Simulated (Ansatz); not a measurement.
# Au(111) with 4 thermally displaced layers, 2x2: scattering by thermal displacements, part 2 of 2

Wanted: the phonon-limited resistivity of Au at 900 K by the Landauer route.

Ansatz 0.2.0; Ansatz plane-wave DFT, PBE, PAW files; ballistic transport by layer matching (Landauer), zero bias; PAW set soft_1.

So far. Step 3 (With 8 displaced layers): Over the solved energies the transmission per spin lies between 2.64 and 2.67, out of 3.21 channels of the lead on average (up to 3.21).

### 4. With 12 displaced layers

Each atom of 12 layers is moved at random, by amounts drawn from a normal law 0.1564 Å wide in each direction from the Debye model (165 K) at 900 K. A fresh draw is used; the growth of the resistance with length is what counts.

System of this step: Au(111) with 12 thermally displaced layers, 2x2. The cell holds 72 atoms: 72 Au. Cell: a = 5.768 Å, b = 5.768 Å, c = 42.382 Å, α = 90.0°, β = 90.0°, γ = 120.0°. It derives from Au. Regions: lead, 24 atoms (24 Au); scattering region, 48 atoms (48 Au). The structure is stacked along c, and the current runs across the ab planes.

File input.yaml:

```yaml
crystal:
  lattice:
    - [5.7675164607, 0.0, 0.0]
    - [-2.8837582304, 4.9948157718, 0.0]
    - [0.0, 0.0, 42.3824172358]
  atoms:
    - { symbol: Au, position: [0.0, 0.0, 0.0277777778] }
    - { symbol: Au, position: [0.0, 0.5, 0.0277777778] }
    - { symbol: Au, position: [0.5, 0.0, 0.0277777778] }
    - { symbol: Au, position: [0.5, 0.5, 0.0277777778] }
    - { symbol: Au, position: [0.1666666667, 0.3333333333, 0.0833333333] }
    - { symbol: Au, position: [0.1666666667, 0.8333333333, 0.0833333333] }
    - { symbol: Au, position: [0.6666666667, 0.3333333333, 0.0833333333] }
    - { symbol: Au, position: [0.6666666667, 0.8333333333, 0.0833333333] }
    - { symbol: Au, position: [0.3333333333, 0.1666666667, 0.1388888889] }
    - { symbol: Au, position: [0.3333333333, 0.6666666667, 0.1388888889] }
    - { symbol: Au, position: [0.8333333333, 0.1666666667, 0.1388888889] }
    - { symbol: Au, position: [0.8333333333, 0.6666666667, 0.1388888889] }
    - { symbol: Au, position: [0.9861445071, 0.0011898356, 0.1933570153] }
    - { symbol: Au, position: [0.0359899996, 0.5517527197, 0.1946452935] }
    - { symbol: Au, position: [0.5216564583, 0.0793133028, 0.1907768696] }
    - { symbol: Au, position: [0.4997895747, 0.4995382376, 0.1897579737] }
    - { symbol: Au, position: [0.2047719903, 0.3666073181, 0.2496983803] }
    - { symbol: Au, position: [0.1656755251, 0.8282346518, 0.2435020027] }
    - { symbol: Au, position: [0.65380859, 0.2944142403, 0.2464703748] }
    - { symbol: Au, position: [0.6919028724, 0.8622865408, 0.246801811] }
    - { symbol: Au, position: [0.3918953089, 0.2219719488, 0.3061889089] }
    - { symbol: Au, position: [0.3344723766, 0.6730423562, 0.3040805347] }
    - { symbol: Au, position: [0.8203590337, 0.1868993414, 0.3082148957] }
    - { symbol: Au, position: [0.8135666748, 0.6541080684, 0.3032723148] }
    - { symbol: Au, position: [0.9660177065, 0.9698268423, 0.3555721023] }
    - { symbol: Au, position: [0.0191114028, 0.4891364567, 0.3613724779] }
    - { symbol: Au, position: [0.5410122073, 0.9849060578, 0.3632420969] }
    - { symbol: Au, position: [0.4537946122, 0.4804920911, 0.363664551] }
    - { symbol: Au, position: [0.1372466644, 0.2886425923, 0.4110195068] }
    - { symbol: Au, position: [0.1610476415, 0.8041601068, 0.419138706] }
    - { symbol: Au, position: [0.6687762439, 0.3231489646, 0.4163943686] }
    - { symbol: Au, position: [0.6870399803, 0.8340870873, 0.4131624013] }
    - { symbol: Au, position: [0.3364248229, 0.1554158147, 0.4713435984] }
    - { symbol: Au, position: [0.3533349841, 0.6765409363, 0.4759016461] }
    - { symbol: Au, position: [0.8209273789, 0.1522944199, 0.4709529646] }
    - { symbol: Au, position: [0.8306464144, 0.6415593875, 0.4708825834] }
    - { symbol: Au, position: [0.9651530859, 0.9758274353, 0.5271047884] }
    - { symbol: Au, position: [0.0582407419, 0.488048251, 0.5286931831] }
    - { symbol: Au, position: [0.49963317, 0.9944923871, 0.5278743797] }
    - { symbol: Au, position: [0.5478938396, 0.4918911594, 0.5335585206] }
    - { symbol: Au, position: [0.1704466898, 0.3066294672, 0.5809830844] }
    - { symbol: Au, position: [0.137731776, 0.8000157752, 0.5874657259] }
    - { symbol: Au, position: [0.6856055418, 0.349454264, 0.5796270547] }
    - { symbol: Au, position: [0.6707431995, 0.8168895966, 0.5920777931] }
    - { symbol: Au, position: [0.3352035937, 0.17528182, 0.6403783755] }
    - { symbol: Au, position: [0.3147840377, 0.654708371, 0.6374694713] }
    - { symbol: Au, position: [0.8446923799, 0.1444064862, 0.6383103756] }
    - { symbol: Au, position: [0.8357432381, 0.654154274, 0.6339753092] }
    - { symbol: Au, position: [0.9620991542, 0.9872573404, 0.6909609184] }
    - { symbol: Au, position: [0.0255271536, 0.5003521996, 0.6943343531] }
    - { symbol: Au, position: [0.4811479935, 0.0158078647, 0.6931396771] }
    - { symbol: Au, position: [0.4648852571, 0.4803221774, 0.7029614095] }
    - { symbol: Au, position: [0.1370839466, 0.3066627981, 0.7540972182] }
    - { symbol: Au, position: [0.1813647021, 0.8243345681, 0.7549035938] }
    - { symbol: Au, position: [0.6203437481, 0.3184206871, 0.7440808898] }
    - { symbol: Au, position: [0.7027170211, 0.8341916398, 0.759219026] }
    - { symbol: Au, position: [0.3519957913, 0.1806144703, 0.8014417782] }
    - { symbol: Au, position: [0.2938470023, 0.6510380945, 0.8086739455] }
    - { symbol: Au, position: [0.7681759297, 0.0930963096, 0.808431978] }
    - { symbol: Au, position: [0.8411980138, 0.6370873472, 0.8069148249] }
    - { symbol: Au, position: [0.0, 0.0, 0.8611111111] }
    - { symbol: Au, position: [0.0, 0.5, 0.8611111111] }
    - { symbol: Au, position: [0.5, 0.0, 0.8611111111] }
    - { symbol: Au, position: [0.5, 0.5, 0.8611111111] }
    - { symbol: Au, position: [0.1666666667, 0.3333333333, 0.9166666667] }
    - { symbol: Au, position: [0.1666666667, 0.8333333333, 0.9166666667] }
    - { symbol: Au, position: [0.6666666667, 0.3333333333, 0.9166666667] }
    - { symbol: Au, position: [0.6666666667, 0.8333333333, 0.9166666667] }
    - { symbol: Au, position: [0.3333333333, 0.1666666667, 0.9722222222] }
    - { symbol: Au, position: [0.3333333333, 0.6666666667, 0.9722222222] }
    - { symbol: Au, position: [0.8333333333, 0.1666666667, 0.9722222222] }
    - { symbol: Au, position: [0.8333333333, 0.6666666667, 0.9722222222] }
kpoints:
  mp_grid: { grid: [5, 5, 1] }
hamiltonian:
  xc: pbe
  pseudopotentials: { kind: paw, azcp: { folder: soft_1 } }
scf:
  occupations: { method: fermi_dirac, width: 0.1 }
output:
  transmission:
    leads: [[0, 4]]
    kmesh: [10, 10]
    e_range: [-0.05, 0.05]
    de: 0.05
  write_potential: true
  write_density: true
  volumetric_format: npy
```

The run is started by

```sh
$ ansatz run input.yaml --threads 4 --pin off --max-ram 15360MiB --backend cpu --events-out ev --progress --plain --runs-dir out
```

Numbers of over 12 decimals in the logs are rounded to 6 here.

The log of the run:

```text
[...]
Crystal: 72 atoms, lattice volume = 1220.939 Å³
Basis set: ecut = 420 eV, 23937 PW (Γ)
Bands: 821, of which v1, the nominal top of the filled ones, is band 684 counted from 1 (683 counted from 0)
Symmetry: 1 space group operations
[...]
k-points: 13 of 25 (time reversal used)
[...]
SCF iter   1: F=—  HF=-946891.544669 eV  |F-HF|=—  |Δ(HF+E_count)|=         —  Δρ=6.73e-2  dr2=6.08e1  ethr=3.10e-3  ⟨swp⟩=4.0  Hψ=31698  notcnv=0  defer=321
[...]
SCF iter  11: F=-946873.832437 eV  HF=-946873.832437 eV  |F-HF|=7.96e-8  |Δ(HF+E_count)|=   9.78e-9  Δρ=9.43e-7  dr2=8.79e-8  ethr=7.31e-12  ⟨swp⟩=8.2  Hψ=39380  notcnv=0
SCF 1 converged in 11 iterations: F = -946873.832437 eV  dr2 = 8.79e-8
[...]
transmission: 278 of 2756 steps passed
transmission: 552 of 2756 steps passed
[...]
transmission: 2756 of 2756 steps passed
SCF converged after 11 iterations
Free energy (F): -946873.832437 eV
[...]
Internal energy: -946873.069151 eV  (E = F + TS)
E sigma→0 (E₀):  -946873.450794 eV
Entropy (-TS):   -0.763286 eV (-10.601 meV/atom)
Fermi energy:    20.711540 eV
[...]
--- Band table (eV; the first three rows and the last of 13) ---
  k-point 0: bands = [... 680 lower, 20.9856, 21.2436, 21.2646, 21.3156, 21.3395, 21.3852, 21.4147, 21.4815, ... 133 higher]
  k-point 1: bands = [... 680 lower, 20.4727, 20.5486, 20.5945, 20.6630, 20.7338, 20.7851, 20.8338, 20.9265, ... 133 higher]
  k-point 2: bands = [... 680 lower, 20.5156, 20.5461, 20.6023, 20.6488, 20.7068, 20.7603, 20.7781, 20.8107, ... 133 higher]
  k-point 12: bands = [... 680 lower, 20.0016, 20.3188, 20.3591, 20.7510, 20.7811, 21.0224, 21.0618, 21.4287, ... 133 higher]
--- Transmission ---
  basis      : 253 plane waves across, 53 finite elements along
  points     : 52, standing for a mesh of 10 x 10
[...]
channels       : 3.190000e0 a spin
[...]
junction   : crystal 0 to crystal 0, 0.70 to 40.73 Å
    transmission   : 2.575895e0 a spin
[...]
```

Elapsed: 31 min, on 4 threads of Arm Neoverse V2, shared host; peak memory 9.8 GiB; 2 h of CPU time.

This step gave:

* free energy: -946873.8324 eV
* energy at zero smearing: -946873.4508 eV
* Fermi energy: 20.71 eV
* transmission per spin nearest the Fermi level: 2.576
* open channels per spin nearest the Fermi level: 3.19
* step of the lead's potential: 11.1 meV

Per spin. Table of transmission, zone mean by energy, zero at the Fermi level:

| energy (eV) | transmission, zone mean |
| --- | --- |
| -0.0500 | 2.55 |
| 0.0000 | 2.58 |
| 0.0500 | 2.62 |

Over the solved energies the transmission per spin lies between 2.55 and 2.62, out of 3.20 channels of the lead on average (up to 3.21).

### 5. The fit

This step: Ansatz plane-wave DFT, PBE, PAW files; ballistic transport by layer matching (Landauer), zero bias; resistivity from the slope of the area resistance; PAW set soft_1 (Ansatz 0.2.0).

Numbers from this step:

```
resistivity           : 6.563 µΩ cm
intercept             : 0.1017 fΩ m²
scatter about the fit : 0.01129 fΩ m²
```

Resistance, by row:

| run | length (Å) | T | channels N | RA (fΩ m²) |
| --- | --- | --- | --- | --- |
| n4 | 9.418 | 2.83 | 3.21 | 0.1556 |
| n8 | 18.84 | 2.657 | 3.21 | 0.2413 |
| n12 | 28.25 | 2.582 | 3.203 | 0.2792 |

Table of area resistance by length of the displaced region:

| length of the displaced region (Å) | area resistance (fΩ m²) |
| --- | --- |
| 9.42 | 0.156 |
| 18.84 | 0.241 |
| 28.25 | 0.279 |

The area resistance goes from 0.16 to 0.28 fΩ m² between 9.4 and 28.3 Å, a slope of 6.6 µΩ cm.

By hand from the end points: (0.2792 − 0.1556) fΩ m² / (28.25 − 9.42) Å = 6.6 µΩ cm, since 1 fΩ m² per Å is 1000 µΩ cm.

### 6. Results

- resistivity from the slope: 6.56 µΩ cm
- area resistance over 9.42 Å: 0.156 fΩ m²
- area resistance over 18.8 Å: 0.241 fΩ m²
- area resistance over 28.3 Å: 0.279 fΩ m²

What this shows: The slope gives 6.6 µΩ cm. The points scatter by 0.011 fΩ m² about the line, with one random draw a length in a 2x2 cell, so the slope is a rough value. The mean square of the displacements drawn is 1.4, 0.94 and 0.84 of the nominal one at the three lengths; with each resistance scaled back by that, the slope is 12 µΩ cm, the value used below. Read with a model of isotropic scattering on a spherical Fermi surface and the lead's 0.86×10¹⁵ S/m², this slope means a mean free path near 83 Å; over these lengths the model's slope is 1.11 times its bulk resistivity, which would be 10 µΩ cm. Uncorrelated displacements put too much weight on short waves, which scatter strongly; with the sideways repeat of a small cell, one draw and three short lengths, the method is good to a factor of two or three. Spin-orbit coupling is left out, which matters for Au.

[Logs are printed without paths, hosts, clocks, repeated set-up lines and the standing remarks that a program may print on its own settings, such as how far it seeks lower states.]

[Hosts, paths, dates, database ids (printed as entryN), source tags and the programs' standing remarks are cut or masked in the printed files.]
